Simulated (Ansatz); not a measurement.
# CeMo: relaxing a made-up structure

Starting from a made-up structure for CeMo, the aim is the relaxed cell, its shortest contacts and, where a second run follows, its electronic structure.

Main program and level: Ansatz 0.2.0; DFT, PBE, plane-wave PAW, default files, scalar-relativistic, ferromagnetic start, cell and ions relaxed at zero pressure.

In doubt: warnings of the run leave room for a lower electronic state, so energies may not be the lowest and differences between runs may mislead; a part-filled 4f shell, where there is one, can sit in one of many states, so energies may not be the lowest and differences between runs may mislead; derivatives with an open 4f shell can jump between states, which bears on forces and vibrations.

**1. Starting point**

It takes space group R-3m (No. 166, trigonal). The conventional cell has a = 3.348 Å, b = 3.348 Å, c = 16.400 Å, α = 90.00°, β = 90.00°, γ = 120.00°. Ce has 6 Mo at 3.35 Å and 6 Ce at 3.35 Å nearest. Mo has 6 Ce at 3.35 Å and 6 Mo at 3.35 Å nearest. Farther neighbours are not listed.

**2. Relaxation of the guess**

The guessed cell has no reason to be at equilibrium. It is relaxed with the atoms, within the space group of the guess.

Input file input.yaml:

```yaml
crystal:
  lattice:
    - [1.674, 0.966484351, 5.466666667]
    - [-1.674, 0.966484351, 5.466666667]
    - [0.0, -1.932968701, 5.466666667]
  atoms:
    - { symbol: Ce, position: [0.0, 0.0, 0.0], spin: 1.0 }
    - { symbol: Mo, position: [0.5, 0.5, 0.5], spin: 1.0 }
magnetization:
  spin_polarized: true
kpoints:
  mp_grid: { grid: [9, 9, 9] }
scf:
  occupations: { method: fermi_dirac, width: 0.05 }
hamiltonian:
  xc: pbe
  pseudopotentials: { kind: paw }
relax:
  f_tol: 0.015
  max_steps: 70
  cell: {}
output:
  forces: true
  stress: true
```

On the command line:

```bash
$ ansatz run input.yaml --threads 4 --pin off --max-ram 10240MiB --backend cpu --events-out ev --progress --plain --runs-dir out
```

Numbers of over 12 decimals in the logs are rounded to 6 here.

Log:

```text
basis.fft_grid_basis auto: the FFT boxes are laid along the combinations [[1, 0, -1], [0, 1, -1], [0, 0, 1]] of the cell's own vectors, 3.348, 3.348 and 5.798 Å long. The dense box has 24×24×40 points. Along the cell's own vectors, as sized, it would have 40×40×40, 2.78 times as many. Of the 12 symmetry operations that the crystal satisfies within crystal.symmetry.tolerance (time reversal apart; of a slab, those that [...]
band count auto-derived: 23 (N_el = 26.0; filled up to band 13; 18 by the electrons, moments and atoms)
Engine: ansatz 0.2.0, x86_64-unknown-linux-gnu
Pseudopotentials: kind: paw
Pseudopotential: Ce, paw, valence charge 12, recommended cutoff 420 eV (normal), Ce.paw.azcp
Pseudopotential: Mo, paw, valence charge 14, recommended cutoff 420 eV (normal), Mo.paw.azcp
Functional definition: PBE
  parameter kappa = 0.804
  parameter beta = 0.066725
  exchange = pbe_x(kappa = kappa, mu = beta*pi^2/3)
  correlation = pbe_c(beta = beta)
Crystal: 2 atoms, lattice volume = 53.067 Å³
Basis set: ecut = 420 eV, 1033 PW (Γ), FFT grids on a1−a3, a2−a3, a3, exchange–correlation on 48×48×80 points (8 copies of the dense FFT grid, shifted against one another)
Bands: 23, of which v1, the nominal top of the filled ones, is band 13 counted from 1 (12 counted from 0)
Symmetry: 12 space group operations
Space group: R-3m (ITA 166), of the structure as read, at distance tolerance 3.8e-5 Å
Magnetic group: BNS 166.97 (UNI 1327), of the structure as read, at distance tolerance 3.8e-5 Å
k-points: 85 of 729
Non-local potential: Ce, projectors of the file, l = 0: 3, l = 1: 2, l = 2: 2, l = 3: 3
Non-local potential: Mo, projectors of the file, l = 0: 3, l = 1: 2, l = 2: 2, l = 3: 1
PAW form: soft (Blöchl's): semilocal exchange-correlation on the pseudo side does not see the compensation charge
PAW one-centre angular grid: Ce, 590 points (default); XC on 64 Gauss nodes
PAW one-centre angular grid: Mo, 590 points (default); XC on 64 Gauss nodes
Initial density: superposition of atomic densities (chi_scale 0.1, normalization cell, long waves kept (reshape's long-wave potential 0.00 eV rms))
Starting moments: Σ|m| = 2 μB on 2 of 2 sites
Initial wavefunctions: pseudopotential atomic-orbital guess
Functional: x = pbe(κ = 0.804, μ = 0.219515), c = pbe(β = 0.066725)
SCF iter   1: F=—  HF=-11531.606132 eV  |F-HF|=—  |Δ(HF+E_count)|=         —  Δρ=1.01e-1 (↑1.01e-1 ↓9.32e-2)  dr2=3.54e1  dr2_m=3.92e-1  M=1.276 μB ∫|m|=1.276 μB  β_m=0.30  ethr=3.10e-3  ⟨swp⟩=5.2  Hψ=16121  notcnv=0
Mixer restart at iter 1: flushing history
preconditioner: auto → Kerker (q_TF=auto, 2.422 Å⁻¹)  [metal: Δε(μ)=0.010 eV  Ē_g=9.165 eV  σ=0.050 eV  W_gap=0.05  n_scr=16 (ndim 8)  ℏωp=20.4 eV  f_vac=0.001  D(μ)=4.56/eV (n_scr^D=60)]
spin=Collinear: Kerker preconditioning applied to the charge; magnetization (m = ρ↑ − ρ↓) channel mixes plain (no charge-response kernel on spin).
SCF iter   2: F=—  HF=-11531.089043 eV  |F-HF|=—  |Δ(HF+E_count)|=   5.17e-1  Δρ=6.38e-2 (↑6.38e-2 ↓6.19e-2)  dr2=1.37e1  dr2_m=1.94e-1  M=1.227 μB ∫|m|=1.227 μB  β_m=0.55  ethr=3.10e-3  ⟨swp⟩=3.0  Hψ=9936  notcnv=0  defer=2
SCF iter   3: F=—  HF=-11528.937534 eV  |F-HF|=—  |Δ(HF+E_count)|=    2.15e0  Δρ=1.51e-2 (↑1.51e-2 ↓1.41e-2)  dr2=3.64e-1  dr2_m=1.74e-2  M=0.990 μB ∫|m|=0.997 μB  β_m=0.77  ethr=3.10e-3  ⟨swp⟩=3.6  Hψ=13352  notcnv=0  defer=1
SCF iter   4: F=—  HF=-11529.603706 eV  |F-HF|=—  |Δ(HF+E_count)|=   6.66e-1  Δρ=5.86e-3 (↑5.86e-3 ↓4.71e-3)  dr2=5.98e-2  dr2_m=1.42e-3  M=0.929 μB ∫|m|=0.943 μB  β_m=0.71  ethr=1.40e-3  ⟨swp⟩=3.0  Hψ=9511  notcnv=0  defer=1
SCF iter   5: F=—  HF=-11529.583965 eV  |F-HF|=—  |Δ(HF+E_count)|=         —  Δρ=2.50e-3 (↑2.50e-3 ↓1.72e-3)  dr2=7.68e-3  dr2_m=3.66e-4  M=0.939 μB ∫|m|=0.956 μB  β_m=0.71  ethr=2.30e-4  ⟨swp⟩=2.4  Hψ=7538  notcnv=0
Mixer restart at iter 5: flushing history
SCF iter   6: F=—  HF=-11529.591613 eV  |F-HF|=—  |Δ(HF+E_count)|=   7.65e-3  Δρ=1.78e-3 (↑1.78e-3 ↓1.36e-3)  dr2=2.91e-3  dr2_m=3.90e-4  M=0.963 μB ∫|m|=0.983 μB  β_m=0.84  ethr=2.95e-5  ⟨swp⟩=2.8  Hψ=7230  notcnv=0
SCF iter   7: F=—  HF=-11529.599409 eV  |F-HF|=—  |Δ(HF+E_count)|=   7.80e-3  Δρ=8.53e-4 (↑6.12e-4 ↓8.53e-4)  dr2=8.63e-4  dr2_m=1.36e-4  M=1.000 μB ∫|m|=1.030 μB  β_m=0.93  ethr=1.12e-5  ⟨swp⟩=2.6  Hψ=7527  notcnv=0
SCF iter   8: F=—  HF=-11529.600191 eV  |F-HF|=—  |Δ(HF+E_count)|=   7.82e-4  Δρ=6.40e-4 (↑6.40e-4 ↓5.03e-4)  dr2=2.71e-4  dr2_m=9.21e-5  M=1.010 μB ∫|m|=1.044 μB  β_m=0.96  ethr=3.32e-6  ⟨swp⟩=2.3  Hψ=7026  notcnv=0
SCF iter   9: F=—  HF=-11529.600726 eV  |F-HF|=—  |Δ(HF+E_count)|=   5.35e-4  Δρ=3.70e-4 (↑3.70e-4 ↓2.67e-4)  dr2=1.61e-4  dr2_m=3.61e-5  M=1.020 μB ∫|m|=1.060 μB  β_m=0.98  ethr=1.04e-6  ⟨swp⟩=2.0  Hψ=7024  notcnv=0
SCF iter  10: F=—  HF=-11529.600765 eV  |F-HF|=—  |Δ(HF+E_count)|=   3.95e-5  Δρ=2.25e-4 (↑2.25e-4 ↓2.01e-4)  dr2=1.23e-6  dr2_m=2.19e-5  M=1.022 μB ∫|m|=1.067 μB  β_m=0.99  ethr=6.19e-7  ⟨swp⟩=2.1  Hψ=5420  notcnv=0
SCF iter  11: F=—  HF=-11529.601697 eV  |F-HF|=—  |Δ(HF+E_count)|=   9.32e-4  Δρ=2.14e-4 (↑1.98e-4 ↓2.14e-4)  dr2=1.52e-6  dr2_m=2.03e-5  M=1.018 μB ∫|m|=1.066 μB  β_m=0.99  ethr=4.72e-9  ⟨swp⟩=2.3  Hψ=6741  notcnv=0
SCF iter  12: F=—  HF=-11529.601697 eV  |F-HF|=—  |Δ(HF+E_count)|=   4.32e-7  Δρ=2.03e-4 (↑2.01e-4 ↓2.03e-4)  dr2=9.63e-6  dr2_m=1.89e-5  M=1.015 μB ∫|m|=1.064 μB  β_m=0.11  ethr=4.72e-9  ⟨swp⟩=2.0  Hψ=5774  notcnv=0
SCF iter  13: F=—  HF=-11529.601667 eV  |F-HF|=—  |Δ(HF+E_count)|=   3.08e-5  Δρ=1.40e-4 (↑1.40e-4 ↓1.33e-4)  dr2=3.84e-6  dr2_m=7.22e-6  M=1.006 μB ∫|m|=1.055 μB  β_m=0.17  ethr=4.72e-9  ⟨swp⟩=2.2  Hψ=6651  notcnv=0
SCF iter  14: F=—  HF=-11529.601650 eV  |F-HF|=—  |Δ(HF+E_count)|=   1.69e-5  Δρ=1.54e-4 (↑1.54e-4 ↓1.11e-4)  dr2=6.21e-6  dr2_m=5.91e-6  M=0.995 μB ∫|m|=1.051 μB  β_m=0.15  ethr=4.72e-9  ⟨swp⟩=2.8  Hψ=7081  notcnv=0
SCF iter  15: F=—  HF=-11529.601679 eV  |F-HF|=—  |Δ(HF+E_count)|=   2.95e-5  Δρ=1.15e-4 (↑1.15e-4 ↓1.05e-4)  dr2=4.55e-6  dr2_m=4.05e-6  M=0.989 μB ∫|m|=1.052 μB  β_m=0.85  ethr=4.72e-9  ⟨swp⟩=2.6  Hψ=7377  notcnv=0
SCF iter  16: F=—  HF=-11529.601723 eV  |F-HF|=—  |Δ(HF+E_count)|=         —  Δρ=1.96e-4 (↑1.87e-4 ↓1.96e-4)  dr2=3.38e-5  dr2_m=1.53e-5  M=0.968 μB ∫|m|=1.047 μB  β_m=0.85  ethr=4.72e-9  ⟨swp⟩=3.0  Hψ=8247  notcnv=0
Mixer restart at iter 16: flushing history
SCF iter  17: F=—  HF=-11529.601738 eV  |F-HF|=—  |Δ(HF+E_count)|=   1.49e-5  Δρ=1.66e-4 (↑1.35e-4 ↓1.66e-4)  dr2=2.51e-6  dr2_m=1.06e-5  M=0.966 μB ∫|m|=1.047 μB  β_m=0.91  ethr=4.72e-9  ⟨swp⟩=2.7  Hψ=6806  notcnv=0
[...]
relax step   5: F+E_penalty+E_count = -11530.35593401 eV  Δ(F+E_penalty+E_count) = -4.911e-2 eV  max|allowed force component| = 1.052e-30 eV/Å  Δτ_max = 0.0000 Å  P = +4.139 GPa  Ω = 40.586 Å³  energy of the carried Pulay correction = +1.176e-3 eV  (15 SCF iters, accepted)
[...]
relax step   6: F+E_penalty+E_count = -11530.38805412 eV  Δ(F+E_penalty+E_count) = -3.212e-2 eV  max|allowed force component| = 5.259e-30 eV/Å  Δτ_max = 0.0000 Å  P = +5.160 GPa  Ω = 40.719 Å³  energy of the carried Pulay correction = +1.147e-3 eV  (14 SCF iters, accepted)
[...]
relax step   7: F+E_penalty+E_count = -11530.41943743 eV  Δ(F+E_penalty+E_count) = -3.138e-2 eV  max|allowed force component| = 1.683e-29 eV/Å  Δτ_max = 0.0000 Å  P = -0.214 GPa  Ω = 42.867 Å³  energy of the carried Pulay correction = +9.176e-4 eV  (14 SCF iters, accepted)
[...]
relax step   8: F+E_penalty+E_count = -11530.41951241 eV  Δ(F+E_penalty+E_count) = -7.498e-5 eV  max|allowed force component| = 7.573e-29 eV/Å  Δτ_max = 0.0000 Å  P = -0.002 GPa  Ω = 42.774 Å³  energy of the carried Pulay correction = +9.272e-4 eV  (13 SCF iters, accepted)
Basis set: ecut = 420 eV, 831 PW (Γ), FFT grids on a1−a3, a2−a3, a3, exchange–correlation on 48×48×64 points (8 copies of the dense FFT grid, shifted against one another)
Initial wavefunctions: pseudopotential atomic-orbital guess (no wavefunctions were taken with the density)
iter 1 solved again at ethr=1.86e-8 eV; its pass at ethr=3.10e-3 eV (dr2=4.83e-6 eV) is discarded
SCF iter   1: F=—  HF=-11530.418926 eV  |F-HF|=—  |Δ(HF+E_count)|=         —  Δρ=9.10e-5 (↑9.10e-5 ↓9.10e-5)  dr2=1.77e-6  dr2_m=2.63e-14  M=-0.000 μB ∫|m|=0.000 μB  β_m=0.65  ethr=1.86e-8  ⟨swp⟩=4.0  Hψ=29306  notcnv=0
preconditioner: auto → Kerker (q_TF=auto, 2.511 Å⁻¹)  [metal: Δε(μ)=0.009 eV  Ē_g=8.655 eV  σ=0.050 eV  W_gap=0.04  n_scr=14 (ndim 8)  ℏωp=22.7 eV  f_vac=0.003  D(μ)=5.52/eV (n_scr^D=90)]
spin=Collinear: Kerker preconditioning applied to the charge; magnetization (m = ρ↑ − ρ↓) channel mixes plain (no charge-response kernel on spin).
SCF iter   2: F=—  HF=-11530.418928 eV  |F-HF|=—  |Δ(HF+E_count)|=   2.74e-6  Δρ=3.47e-5 (↑3.47e-5 ↓3.47e-5)  dr2=2.32e-7  dr2_m=5.27e-14  M=-0.000 μB ∫|m|=0.000 μB  β_m=0.65  ethr=6.82e-9  ⟨swp⟩=2.1  Hψ=6151  notcnv=0
SCF iter   3: F=—  HF=-11530.418929 eV  |F-HF|=—  |Δ(HF+E_count)|=   5.04e-7  Δρ=3.88e-6 (↑3.88e-6 ↓3.88e-6)  dr2=1.59e-8  dr2_m=2.41e-15  M=-0.000 μB ∫|m|=0.000 μB  β_m=0.81  ethr=8.90e-10  ⟨swp⟩=2.0  Hψ=6000  notcnv=0
SCF iter   4: F=—  HF=-11530.418929 eV  |F-HF|=—  |Δ(HF+E_count)|=   1.81e-8  Δρ=1.58e-6 (↑1.58e-6 ↓1.57e-6)  dr2=3.29e-9  dr2_m=2.90e-15  M=-0.000 μB ∫|m|=0.000 μB  β_m=0.90  ethr=6.13e-11  ⟨swp⟩=2.3  Hψ=5709  notcnv=0
SCF iter   5: F=—  HF=-11530.418929 eV  |F-HF|=—  |Δ(HF+E_count)|=   8.59e-9  Δρ=5.13e-7 (↑5.13e-7 ↓5.12e-7)  dr2=5.45e-10  dr2_m=1.45e-15  M=-0.000 μB ∫|m|=0.000 μB  β_m=0.95  ethr=1.27e-11  ⟨swp⟩=2.0  Hψ=5756  notcnv=0
SCF iter   6: F=—  HF=-11530.418929 eV  |F-HF|=—  |Δ(HF+E_count)|=   1.01e-9  Δρ=2.61e-7 (↑2.61e-7 ↓2.60e-7)  dr2=1.60e-10  dr2_m=5.21e-16  M=-0.000 μB ∫|m|=0.000 μB  β_m=0.98  ethr=2.10e-12  ⟨swp⟩=2.0  Hψ=5618  notcnv=0
SCF iter   7: F=—  HF=-11530.418929 eV  |F-HF|=—  |Δ(HF+E_count)|=  1.06e-10  Δρ=1.26e-7 (↑1.26e-7 ↓1.26e-7)  dr2=4.60e-11  dr2_m=1.57e-16  M=-0.000 μB ∫|m|=0.000 μB  β_m=0.99  ethr=1.00e-12  ⟨swp⟩=2.0  Hψ=5364  notcnv=0
SCF iter   8: F=—  HF=-11530.418929 eV  |F-HF|=—  |Δ(HF+E_count)|=  5.46e-11  Δρ=7.59e-8 (↑7.54e-8 ↓7.59e-8)  dr2=2.30e-11  dr2_m=6.24e-17  M=-0.000 μB ∫|m|=0.000 μB  β_m=0.99  ethr=1.00e-12  ⟨swp⟩=2.7  Hψ=5635  notcnv=0
SCF iter   9: F=—  HF=-11530.418929 eV  |F-HF|=—  |Δ(HF+E_count)|=  4.00e-11  Δρ=2.51e-8 (↑2.51e-8 ↓2.50e-8)  dr2=2.42e-12  dr2_m=6.73e-17  M=-0.000 μB ∫|m|=0.000 μB  β_m=1.00  ethr=1.00e-12  ⟨swp⟩=1.9  Hψ=4170  notcnv=0
SCF iter  10: F=-11530.418929 eV  HF=-11530.418929 eV  |F-HF|=3.64e-12  |Δ(HF+E_count)|=    0.00e0  Δρ=2.22e-8 (↑2.22e-8 ↓2.22e-8)  dr2=2.19e-12  dr2_m=5.54e-18  M=-0.000 μB ∫|m|=0.000 μB  ethr=1.00e-12  ⟨swp⟩=4.0  Hψ=14874  notcnv=0
the starting moments were not kept: the SCF closed with an absolute magnetisation of 3.7e-8 μB, where they sum to 2 μB in size (2 sites). That is at most 0.1 of that sum. Measured as dr2_m measures the in/out step, that magnetisation stands 2.8e-16 eV from none, at or under the dr2_threshold of 2.0e-11 eV: it is no larger than a step whose dr2_m would equal this threshold.
SCF 9 converged in 10 iterations: F = -11530.418929 eV  dr2 = 2.19e-12
relax step   9: F+E_penalty+E_count = -11530.41892879 eV  Δ(F+E_penalty+E_count) = +5.836e-4 eV  max|allowed force component| = 5.049e-29 eV/Å  Δτ_max = 0.0000 Å  P = -0.006 GPa  Ω = 42.774 Å³  stress off target by 1.23e-2 GPa  SCF on the basis re-selected at this cell (its energy is not comparable with the rows above)  (10 SCF iters)
basis re-selected at this cell: Δ(F+E_penalty+E_count) = +5.836e-4 eV, ΔP = -0.004 GPa vs the last step (what re-selecting the basis moved, of the pressure what is left beyond the Pulay correction that the steps carried, after the strain that the cell walked since its last selection, with what the two solves' SCF thresholds leave and, on support functions, any second-order correction that the steps lacked; it is no measure of the basis error at this ecutwfc). The dense FFT grid was sized anew with the basis: this SCF ran on 24×24×32 points, the steps before it on 24×24×40, so part of this shift can come from that change (see relax.cell in the input reference). [rest of the remark cut]
SCF converged after 10 iterations
Magnetization: -0.0000 μB (13.0000 up, 13.0000 down)
Absolute magnetization: 0.0000 μB (∫|ρ↑−ρ↓|, with the PAW one-centre terms)
Spin contamination: 0.0000 ħ² per cell (⟨S²⟩ above its minimum at these occupations)
Per-site moments (μB) at R_I (Å): [(-9.741406274507149e-9, 1.203845), (-2.1295544798133263e-8, 1.203845)]
Free energy (F): -11530.418929 eV
Harris-Foulkes:  -11530.418929 eV  (|F-HF|=3.64e-12)
Internal energy: -11530.375562 eV  (E = F + TS)
E sigma→0 (E₀):  -11530.397246 eV
Entropy (-TS):   -0.043366 eV (-21.683 meV/atom)
Fermi energy:    17.386821 eV
--- Per-component energies (eV) ---
  E_band       = -59.578314
  E_kinetic    = 819.889213
  E_local      = -1281.261003  (includes V_loc(G=0)·N_el)
  E_nonlocal   = 100.272226
  E_hartree    = 444.793500
  E_xc         = -408.759144
  E_vxc        = -479.606314  (∫ρ·V_xc dr)
  E_paw        = -8679.102975  (= ΣΔE_a)
  E_vpaw       = -108.459447  (= ΣTr[D̂ρ^β])
  E_aug_tail   = 0.000040  (compensation charges beyond the density's cutoff)
  E_ewald      = -2526.207420
  E_smearing   = -0.043366  (= −TS)
  E_closure    = 0.000000  (closes the sum)
  Σ components = -11530.418929   (vs F -11530.418929, Δ=0.00e0)
--- Forces (eV/Å), atoms counted from 1 ---
  atom   1  Ce    -0.00000000     0.00000000     0.00000000
  atom   2  Mo    -0.00000000    -0.00000000     0.00000000
  max |Σ_I F_I| component: 1.01e-28 eV/Å
--- Stress (GPa, compression-positive) ---
       -0.002518       0.000000       0.000000
        0.000000      -0.002518      -0.000000
        0.000000      -0.000000      -0.012288
  P = ⅓ Tr σ = -0.0058 GPa (-0.058 kbar)
--- Relaxed structure (8 steps of the walk, 8 accepted, 1 SCFs on fresh bases) ---
  F+E_penalty+E_count = -11530.41892879 eV   max|allowed force component| = 5.049e-29 eV/Å   (the final SCF, on the basis selected at the relaxed cell)
  cell:  # Å, volume = 42.7743 Å³
    - [1.684557, 0.972579, 4.351318]
    - [-1.684557, 0.972579, 4.351318]
    - [0, -1.945159, 4.351318]
  atoms:
    - { symbol: Ce, position: [0, 0, 0] }
    - { symbol: Mo, position: [0.500000, 0.500000, 0.500000] }
```

It took 48 s on 4 threads of Intel Xeon Platinum 8259CL at 2.50GHz (Skylake/Cascade Lake), shared host; peak memory 0.58 GiB; 2.9 min of CPU time.

The steps of the relaxation:

| step | energy less that of the first step (eV) | largest force component (eV/Å) | pressure (GPa) | volume (Å³) |
| --- | --- | --- | --- | --- |
| 1 | 0.0000 | 0.0000 | -14.77 | 53.07 |
| 2 | -0.4760 | 0.0000 | -9.98 | 47.33 |
| 3 | -0.6892 | 0.0000 | -1.47 | 42.21 |
| 4 | -0.7050 | 0.0000 | 0.93 | 41.36 |
| 5 | -0.7541 | 0.0000 | 4.14 | 40.59 |
| 6 | -0.7862 | 0.0000 | 5.16 | 40.72 |
| 7 | -0.8176 | 0.0000 | -0.21 | 42.87 |
| 8 | -0.8177 | 0.0000 | 0.00 | 42.77 |
| 9* | -0.8171 | 0.0000 | -0.01 | 42.77 |

Relaxation steps marked * repeat the geometry before them on a plane-wave basis chosen anew for their cell, so energy and pressure can jump there.

Forces are held to the 12 operations that the run works with; a distortion that breaks them can't arise in this run.

| cell as run | before | after | change |
| --- | --- | --- | --- |
| a (Å) | 5.798 | 4.766 | -17.8 % |
| b (Å) | 5.798 | 4.766 | -17.8 % |
| c (Å) | 5.798 | 4.766 | -17.8 % |
| α (°) | 33.56 | 41.39 | +23.3 % |
| β (°) | 33.56 | 41.39 | +23.3 % |
| γ (°) | 33.56 | 41.39 | +23.3 % |
| volume (Å³/atom) | 26.53 | 21.39 | -19.4 % |

Final coordinates:

```xyz
2
Lattice="1.6846 0.9726 4.3513 -1.6846 0.9726 4.3513 0.0000 -1.9452 4.3513" Properties=species:S:1:pos:R:3 pbc="T T T"
Ce    0.0000    0.0000    0.0000
Mo    0.0000    0.0000    6.5270
```

Numbers from this step:

```yaml
free_energy: -11530.4189 eV
energy_at_zero_smearing: -11530.3972 eV
smearing_term_ts: 0.04337 eV
fermi_energy: 17.39 eV
electrons: 26
symmetry_operations: 12
pressure: -0.005774 GPa
```

The shortest distance of each pair, which need not be the same contact before and after:

| pair | guess (Å) | relaxed (Å) |
| --- | --- | --- |
| Ce–Mo | 3.348 | 2.918 |
| Ce–Ce | 3.348 | 3.369 |
| Mo–Mo | 3.348 | 3.369 |

The relaxation ends with a pressure of -0.01 GPa. No moment survives the cycle: this start ends non-magnetic.

**3. Summary of results**

```json
{
  "space group, relaxed": "R-3m",
  "conventional cell": "a = 3.369, b = 3.369, c = 13.054 Å; α = 90.0°, β = 90.0°, γ = 120.0°",
  "volume per atom": "21.39 Å³ (guess 26.53)",
  "total moment": "0.00 μB in the cell of 2 atoms"
}
```

**Reading.** CeMo relaxes to R-3m with a = 3.369, b = 3.369 and c = 13.054 Å. The guessed volume was 24 % too large. The space group R-3m was held in the relaxation, so the end point is a stationary structure within it and may be a saddle against distortions or other arrangements. The moments died out from this one start and weren't seeded again at the relaxed cell. The f shell may be open and has no Hubbard U, so its place in energy and the volume are uncertain. The electronic state may lie above the lowest one. Mesh and cutoff weren't tested. A vector of the cell changed its length by 18 %, more than the volume shows. Spin-orbit coupling is left out, which can matter for elements this heavy. No dispersion term is used, so weakly bound directions may come out too long. Nothing here tests whether the compound is stable against decomposition.

[Logs are printed without paths, hosts, clocks, repeated set-up lines and the standing remarks that a program may print on its own settings, such as how far it seeks lower states.]

[Hosts, paths, dates, database ids (printed as entryN), source tags and the programs' standing remarks are cut or masked in the printed files.]
